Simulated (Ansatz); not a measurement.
# NaPbI3: complex band structure, part 2 of 4

Aim: relax a made-up compound, NaPbI3, and see how good a tunnel barrier it would be. It is built by putting Na for Cs, I for Cl in the CsPbCl3 structure of space group Pm-3m, with the volume rescaled by atomic radii. The parent structure comes from the Materials Project.

Ansatz 0.2.0; PBE DFT, plane waves, PAW files (the session's first sound run).

So far. Step 2 (Cell and atoms at rest): The largest force component on a free atom ends at 1.1e-29 eV/Å.

The structure was built from a prototype and need not be the compound's stable phase.

## (3) Band edges

The energy window and the wavevectors of the next steps follow from the band edges, so these are searched first, off the mesh as well.

Input file input.yaml:

```yaml
crystal:
  lattice:
    - [6.3503948155, 0.0, 0.0]
    - [0.0, 6.3503948155, 0.0]
    - [0.0, 0.0, 6.3503948155]
  atoms:
    - { symbol: Na, position: [0.0, 0.0, 0.0] }
    - { symbol: Pb, position: [0.5, 0.5, 0.5] }
    - { symbol: I, position: [0.0, 0.5, 0.5] }
    - { symbol: I, position: [0.5, 0.0, 0.5] }
    - { symbol: I, position: [0.5, 0.5, 0.0] }
kpoints:
  mp_grid: { grid: [4, 4, 4] }
  band_path: { path: [VBM, CBM], npoints: 30 }
scf:
  occupations: { method: fixed }
hamiltonian:
  xc: pbe
output:
  eigenvalues: true
  write_potential: true
  write_density: true
  volumetric_format: npy
  elf: true
```

Run with:

```bash
$ ansatz run input.yaml --threads 2 --pin off --max-ram 4096MiB --backend cpu --events-out ev --progress --plain --runs-dir out
```

Numbers of over 12 decimals in the logs are rounded to 6 here.

Output:

```text
[...]
Crystal: 5 atoms, lattice volume = 256.096 Å³
Basis set: ecut = 420 eV, 4945 PW (Γ)
Bands: 45, of which v1, the nominal top of the filled ones, is band 37 counted from 1 (36 counted from 0)
Symmetry: 48 space group operations
[...]
k-points: 10 of 64
[...]
SCF iter   1: F=—  HF=-35934.988882 eV  |F-HF|=—  |Δ(HF+E_count)|=         —  Δρ=6.68e-4  dr2=6.04e-3  ethr=1.77e-3  ⟨swp⟩=5.4  Hψ=1525  notcnv=0  defer=51
[...]
SCF iter   7: F=-35934.988570 eV  HF=-35934.988570 eV  |F-HF|=2.11e-8  |Δ(HF+E_count)|=   2.18e-8  Δρ=2.94e-6  dr2=2.57e-8  ethr=1.35e-10  ⟨swp⟩=14.8  Hψ=2472  notcnv=0
SCF 1 converged in 7 iterations: F = -35934.988570 eV  dr2 = 2.57e-8
[...]
NSCF: frozen V_eff on 20 k-points
[...]
SCF converged after 7 iterations
Free energy (F): -35934.988570 eV
[...]
Internal energy: -35934.988570 eV  (E = F + TS)
E sigma→0 (E₀):  -35934.988570 eV
Fermi energy:    2.891251 eV
[...]
--- Band table (eV; the first three rows and the last of 10) ---
  k-point 0: bands = [... 33 lower, 1.5962, 1.6503, 1.6503, 1.6503, 4.5746, 8.0146, 8.0146, 8.1279, ... 4 higher]
  k-point 1: bands = [... 33 lower, 1.5405, 1.6085, 1.6347, 1.6347, 5.0020, 6.6808, 7.5110, 7.9511, ... 4 higher]
  k-point 2: bands = [... 33 lower, 1.4872, 1.6391, 1.6391, 1.9736, 4.9306, 5.7826, 6.6865, 8.0446, ... 4 higher]
  k-point 9: bands = [... 33 lower, 2.1200, 2.1200, 2.1200, 2.8913, 4.3152, 4.3152, 4.3152, 4.9760, ... 4 higher]
```

Elapsed: 15 s, on 2 threads of Arm Neoverse V2, shared host; peak memory 0.53 GiB.

The column dr2 measures how far the density is from self-consistency, as an energy; F and HF (Harris–Foulkes) agree once it is small.

Numbers from this step:

```yaml
fermi_energy: 2.891 eV
gap_on_the_k_mesh: 1.424 eV
gap_on_path: 1.424 eV, by band count; negative where bands overlap
direct_gap_on_path: 1.424 eV
edge_places_on_path: 0, 0 1/A along the path
```

Levels at VBM (eV): -2.24, -2.24, -2.24, -1.40, -1.40, -0.77, -0.77, -0.77, 0.00, 1.42, 1.42, 1.42, 2.08, 5.89, 5.89, 5.89, 6.26.

Valence density in the ac plane at fractional y = 0.500, with atoms of Pb and I within 0.2 Å of it. It is the smooth field of the valence electrons, not physical close to the nuclei.

Ten steps, logarithmic in the rise over the least value, from '_' (0 e/Å³) to '@' (17 e/Å³), each cell a mean:
```
__________..--**%%@@##==::..________
__________..::==****++--::..________
__________....::------::..__________
____________....::::....____________
....__________..........________....
::::....____....::::::..______..::::
++==--......::--==++==::......::--==
%%**==::....--++####**==::....--++##
@@%%++::....--**%%%%##++::..::--**@@
@@##==::....--++##%%##==::..::--**%%
**++--::....::==++**++--......::==**
----::..____..::------::..__....::--
::....________..........______......
______________..........____________
____________..::::::::....__________
__________..::--==++==--..__________
__________..--++##%%**==::..________
__________::--**@@@@%%++::..________
```
Columns run along a (6.4 Å), rows up along c (6.4 Å). Atoms in or near the plane, at fractional coordinates: Pb at (0.50, 0.50), I at (0.00, 0.50), I at (0.50, 0.00).

Electrostatic potential energy in the ac plane at fractional y = 0.500, with atoms of Pb and I within 0.2 Å of it. With pseudopotentials it is smooth inside the atoms' cores, unlike the true potential.

Values in eV, 10 rows by 16 columns, each cell a mean:
```
  8   8   8   8   6  -2 -14  -3   0 -10 -10   4   7   8   8   8
  8   8   8   8   7   5  -1  -7  -8  -4   3   6   8   8   8   8
  5   6   7   7   7   6   4   2   2   3   5   6   7   7   6   5
-11  -9  -1   5   5   1 -10 -22 -25 -17  -3   4   5   3  -6 -11
  6  -5 -13   1   3  -7 -33 -30 -25 -34 -22   0   3  -5 -14   4
  1 -10 -11   2   3  -5 -29 -32 -30 -33 -17   1   4  -3 -14  -3
 -7  -3   3   6   6   3  -2 -12 -14  -7   1   5   6   5   0  -6
  7   7   8   8   7   6   4   2   2   3   5   7   7   8   7   7
  8   8   8   8   7   3  -6 -12 -12 -10  -1   6   8   8   8   8
  8   8   8   8   6  -4 -14   4   6  -5 -13   3   7   8   8   8
```
Columns run along a (6.4 Å; values clipped at the 3rd and 97th percentile), rows up along c (6.4 Å). Atoms in or near the plane, at fractional coordinates: Pb at (0.50, 0.50), I at (0.00, 0.50), I at (0.50, 0.00).

ELF in the ac plane at fractional y = 0.500, with atoms of Pb and I within 0.2 Å of it. It is the smooth field of the valence electrons, not physical close to the nuclei.

Ten even steps from '_' (0.00) to '@' (0.78), each cell a mean:
```
______--%%@@%%**--::==##@@@@**..____
______..++@@@@##**++##%%@@%%--______
::..____::**%%%%%%%%%%%%%%==..____..
##++::____::++**######**==..__..--**
@@@@##--____..::------::..__..==%%@@
@@@@@@**::..::--====--::....==%%@@@@
##%%%%%%==::--++++==++==::::**%%%%##
--++##%%++::====::..--++----##%%##==
++--##%%++--==--____..====--##%%++::
::==##%%++--====____::++==--##%%**--
**##%%%%==::==++==--==++--::**%%##**
%%%%@@##--..::========--::..++%%@@%%
@@@@%%==..__..::----::::..__::**@@@@
%%##==..__..--==++++++==::____::++%%
==::____..==##%%%%%%%%%%**--____..--
________==%%@@%%######%%@@##::______
______::##@@%%##==--++%%@@@@++..____
______==%%@@%%**::++--##@@@@##::____
```
Columns run along a (6.4 Å), rows up along c (6.4 Å). Atoms in or near the plane, at fractional coordinates: Pb at (0.50, 0.50), I at (0.00, 0.50), I at (0.50, 0.00).

The searched edges give 1.42 eV, as on the mesh.

## (4) Decaying states in the gap

This step: PBE DFT, plane waves, PAW files; complex bands by layer matching along the plane's normal (Ansatz 0.2.0).

The same crystal is laid in a cell whose first two vectors span the (001) plane (indices of the standard conventional cell, whose axes can be ordered otherwise than in the bulk input). At fixed energy and wavevector in the plane the solver finds all kz, real and complex. A few wavevectors are listed, (0, 0) and (-0.5, -0.5) in units of the plane's reciprocal vectors; the slowest state needn't be among them.

Input file input.yaml:

```yaml
crystal:
  lattice:
    - [6.350394816, 0.0, 0.0]
    - [0.0, 6.350394816, 0.0]
    - [0.0, 0.0, 6.350394816]
  atoms:
    - { symbol: Na, position: [0.0, 0.0, 0.0] }
    - { symbol: Pb, position: [0.5, 0.5, 0.5] }
    - { symbol: I, position: [0.0, 0.5, 0.5] }
    - { symbol: I, position: [0.5, 0.0, 0.5] }
    - { symbol: I, position: [0.5, 0.5, 0.0] }
kpoints:
  mp_grid: { grid: [4, 4, 4] }
scf:
  occupations: { method: fixed }
hamiltonian:
  xc: pbe
output:
  eigenvalues: true
  transmission:
    leads: [[0, 0]]
    kpoints: [[0.0, 0.0], [-0.5, -0.5]]
    e_range: [-1.0, 2.42]
    de: 0.06
```

Output:

```text
[...]
Crystal: 5 atoms, lattice volume = 256.096 Å³
Basis set: ecut = 420 eV, 4945 PW (Γ)
Bands: 45, of which v1, the nominal top of the filled ones, is band 37 counted from 1 (36 counted from 0)
Symmetry: 48 space group operations
[...]
k-points: 10 of 64
[...]
SCF iter   1: F=—  HF=-35934.988883 eV  |F-HF|=—  |Δ(HF+E_count)|=         —  Δρ=6.67e-4  dr2=6.04e-3  ethr=1.77e-3  ⟨swp⟩=5.4  Hψ=1525  notcnv=0  defer=51
[...]
SCF iter   7: F=-35934.988570 eV  HF=-35934.988570 eV  |F-HF|=2.11e-8  |Δ(HF+E_count)|=   2.17e-8  Δρ=2.94e-6  dr2=2.57e-8  ethr=1.35e-10  ⟨swp⟩=14.8  Hψ=2475  notcnv=0
SCF 1 converged in 7 iterations: F = -35934.988570 eV  dr2 = 2.57e-8
[...]
transmission: 8 of 16 steps passed
transmission: 16 of 16 steps passed
SCF converged after 7 iterations
Free energy (F): -35934.988570 eV
[...]
Internal energy: -35934.988570 eV  (E = F + TS)
E sigma→0 (E₀):  -35934.988570 eV
Fermi energy:    2.891251 eV
[...]
--- Band table (eV; the first three rows and the last of 10) ---
  k-point 0: bands = [... 33 lower, 1.5962, 1.6503, 1.6503, 1.6503, 4.5746, 8.0146, 8.0146, 8.1279, ... 4 higher]
  k-point 1: bands = [... 33 lower, 1.5405, 1.6085, 1.6347, 1.6347, 5.0020, 6.6808, 7.5110, 7.9511, ... 4 higher]
  k-point 2: bands = [... 33 lower, 1.4872, 1.6391, 1.6391, 1.9736, 4.9306, 5.7826, 6.6865, 8.0446, ... 4 higher]
  k-point 9: bands = [... 33 lower, 2.1200, 2.1200, 2.1200, 2.8913, 4.3152, 4.3152, 4.3152, 4.9760, ... 4 higher]
--- Transmission ---
  basis      : 349 plane waves across, 8 finite elements along
  points     : 2, as listed
  energies   : 58 from -1.000000 to 2.420000 eV about the Fermi level, 0.060000 eV apart; the leads are filled to 0.711970 eV, and channels, transmission and decay are at 0.740000 eV
  crystal 0  : Na1I3Pb1, at the sites [0, 0], period 6.3504 Å: whole cells are its period
    offset         : up to 0.0000 Å between an atom of the period and one for which it stands
    channels       : 0.000000e0 a spin
    conductance    : none, the energies end too early or step too widely for 300 K: set another output.transmission.e_range or a lower de, or, where they end at an eighth of basis.ecutwfc, a higher one
    slowest decay  : 0.0869 /Å at (-0.5000, -0.5000)
```

The job ended after 1.9 min (2 threads; peak memory 1.2 GiB).

This step gave:

```
level to which the leads are filled                       : 0.7120 eV from the Fermi level
decay constant at the filling level, zone centre          : 0.1454 Å⁻¹
decay constant at the filling level, slowest listed point : 0.0869 Å⁻¹
```

K parallel (0, 0); values up to 1.5 1/Å, a degenerate pair printed once or twice; energies at which all values exceed this have no row. Im kz of the slowest decaying states against energy, zero at the highest filled level on the SCF mesh:

```
energy (eV)  decay 1 (Å⁻¹)  decay 2 (Å⁻¹)  decay 3 (Å⁻¹)  decay 4 (Å⁻¹)
      -1.00          0.259          0.279          0.379          0.660
      -0.88         0.0421          0.290          0.323          0.418
      -0.70         0.0920          0.319          0.370          0.457
      -0.58          0.109          0.331          0.395          0.476
      -0.46          0.120          0.339          0.415          0.491
      -0.34          0.129          0.344          0.433          0.503
      -0.16          0.138          0.347          0.454          0.516
      -0.04          0.143          0.346          0.466          0.522
       0.02          0.144          0.345          0.472          0.525
       0.08          0.146          0.344          0.477          0.528
       0.26          0.148          0.336          0.491          0.533
       0.38          0.149          0.330          0.498          0.535
       0.50          0.149          0.321          0.505          0.537
       0.62          0.147          0.311          0.511          0.537
       0.80          0.144          0.292          0.518          0.537
       0.92          0.141          0.276          0.522          0.536
       1.04          0.137          0.258          0.525          0.534
       1.16          0.131          0.237          0.528          0.532
       1.34          0.121          0.197          0.527          0.532
       1.46          0.113          0.162          0.524          0.533
       1.58          0.103          0.112          0.520          0.534
       1.76         0.0833          0.513          0.535          0.797
       1.88         0.0645          0.508          0.536          0.791
       2.00         0.0330          0.502          0.535          0.776
       2.12          0.496          0.535          0.761          0.777
       2.30          0.486          0.534          0.738          0.767
       2.42         0.0247          0.479          0.533          0.723
```

K parallel (-0.5, -0.5); values up to 1.5 1/Å, a degenerate pair printed once or twice; energies at which all values exceed this have no row. The Im kz of the slowest decaying states by energy, zero at the highest filled level on the SCF mesh:

```
energy (eV)  decay 1 (Å⁻¹)  decay 2 (Å⁻¹)  decay 3 (Å⁻¹)  decay 4 (Å⁻¹)
      -1.00          0.134          0.564          0.749          0.776
      -0.88          0.158          0.563          0.661          0.721
      -0.70          0.110          0.208          0.560          0.593
      -0.58          0.173          0.279          0.456          0.556
      -0.46          0.115          0.213          0.437          0.551
      -0.34          0.241          0.545          0.561          0.696
      -0.16          0.269          0.535          0.649          0.682
      -0.04          0.282          0.526          0.673          0.682
       0.02         0.0266          0.287          0.521          0.669
       0.08         0.0500          0.291          0.517          0.664
       0.26         0.0770          0.297          0.501          0.651
       0.38         0.0843          0.298          0.489          0.642
       0.50         0.0878          0.295          0.476          0.632
       0.62         0.0885          0.289          0.462          0.623
       0.80         0.0853          0.273          0.439          0.608
       0.92         0.0805          0.257          0.422          0.598
       1.04         0.0733          0.235          0.404          0.588
       1.16         0.0632          0.205          0.383          0.577
       1.34         0.0375          0.125          0.349          0.560
       1.46          0.323          0.548          0.752          0.919
       1.58          0.293          0.535          0.748          0.915
       1.76          0.239          0.513          0.741          0.907
       1.88          0.101          0.192          0.497          0.736
       2.00          0.126          0.203          0.478          0.730
       2.12          0.269          0.455          0.724          0.889
       2.30          0.381          0.713          0.879          0.942
       2.42          0.388          0.705          0.872          0.937
```

K parallel (-0.5, -0.5). Re kz of states that move upwards against energy, zero at the highest filled level on the SCF mesh:

```
energy (eV)  channel 1 (Å⁻¹)  channel 2 (Å⁻¹)  channel 3 (Å⁻¹)
      -1.00            0.279            0.279                -
      -0.88            0.351            0.351                -
      -0.82            0.401            0.401                -
      -0.70                -                -                -
      -0.64                -                -                -
      -0.52                -                -                -
      -0.46                -                -                -
      -0.34            0.295                -                -
      -0.28            0.341                -                -
      -0.16            0.401                -                -
      -0.10            0.427                -                -
       0.02                -                -                -
       0.08                -                -                -
       0.20                -                -                -
       0.32                -                -                -
       0.38                -                -                -
       0.50                -                -                -
       0.56                -                -                -
       0.68                -                -                -
       0.74                -                -                -
       0.86                -                -                -
       0.92                -                -                -
       1.04                -                -                -
       1.10                -                -                -
       1.22                -                -                -
       1.34                -                -                -
       1.40                -                -                -
       1.52           -0.453           -0.347           -0.347
       1.58           -0.440           -0.299           -0.299
       1.70           -0.421           -0.208           -0.208
       1.76           -0.412           -0.155           -0.155
       1.88           -0.396                -                -
       1.94           -0.388                -                -
       2.06           -0.374                -                -
       2.12           -0.412           -0.367                -
       2.24           -0.353           -0.319                -
       2.30           -0.347           -0.286                -
       2.42           -0.334           -0.228                -
```

At the listed wavevectors the last open channel is at -0.04 eV and the next at +1.46 eV on the grid. At +0.74 eV, the grid energy nearest the filling level (the middle of the gap on the SCF mesh), the slowest state at the listed wavevectors decays with κ = 0.0869 Å⁻¹, its amplitude falling by e over 12 Å. Through 1 nm of this crystal that state's transmission falls by exp(−2 × 0.0869 Å⁻¹ × 10 Å) = 0.18.

(Continued in part 3 of 4.)

[Logs are printed without paths, hosts, clocks, repeated set-up lines and the standing remarks that a program may print on its own settings, such as how far it seeks lower states.]

[Hosts, paths, dates, database ids (printed as entryN), source tags and the programs' standing remarks are cut or masked in the printed files.]
